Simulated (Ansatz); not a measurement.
**NiSi (Pnma): the Drude term of Re ε in the infrared**

Re ε of NiSi (Pnma) along x at low photon energies is read from one computed spectrum; the carriers' damping was typed as γ = 0.05 eV. x, y and z are the Cartesian axes of the input cell.

It takes space group Pnma (No. 62, orthorhombic). The conventional cell has a = 5.173 Å, b = 3.338 Å, c = 5.605 Å, α = 90.00°, β = 90.00°, γ = 90.00°. Ni on site c has 6 Si at 2.28 to 2.40 Å as nearest neighbours. Around Si on site c lie 6 Ni at 2.28 to 2.40 Å.

Method: Ansatz 0.2.0, PBE, independent particles, k-mesh 4×6×4 with interpolation inside its cells, Gaussian parameter 0.1 eV.

Launch of the response step: `ansatz run input.yaml --threads 4 --pin off --max-ram 8192MiB --backend cpu --events-out ev --progress --plain --runs-dir out`. The run took 3.4 min, on 4 threads of Arm Neoverse V1 (shared host).

```
photon energy E (eV)  wavelength (µm)    Re ε
                0.25             4.96       ?
                0.30             4.13  -339.8
                0.35             3.54  -248.9
                0.40             3.10  -187.9
                0.50             2.48  -112.6
                0.60             2.07   -71.1
                0.70             1.77   -46.3
```

A Drude term over a constant background gives Re ε = ε_b − ωp²/(E² + γ²), linear in 1/(E² + γ²).

Working, on the rows shown:

| x = 1/(E² + γ²) (eV⁻²) | y = Re ε |
| --- | --- |
| 10.8108 | -339.8 |
| 8 | -248.9 |
| 6.15385 | -187.9 |
| 3.9604 | -112.6 |
| 2.75862 | -71.1 |
| 2.03046 | -46.3 |

Means: x̄ = 5.619, ȳ = -167.77. Σ(x − x̄)(y − ȳ) = -1901, Σ(x − x̄)² = 56.72. Slope = -1901 / 56.72 = -33.52; intercept = ȳ − slope · x̄ = 20.556. The line misses the rows shown by at most 2.2.

Question: Fill in the last column of the withheld row.

Answer: At x = 15.385 the line gives y = -495.06. The run gave -488.1, so the extrapolation is off by 7, 1.6 % of the range in the table.

Refitted with all rows, the slope is -33.09 and the intercept 18.599. These give ωp = √(−slope) = 5.75 eV, against 5.74 eV from the program's Fermi-surface sum, and a background ε_b = 18.6 from interband transitions. The cell comes from an older database entry, whose edges can be off by a per cent or so. The values come from a sum over the points of one k-mesh and carry its error, which is largest for Fermi-surface quantities.

[Logs are printed without paths, hosts, clocks, repeated set-up lines and the standing remarks that a program may print on its own settings, such as how far it seeks lower states.]
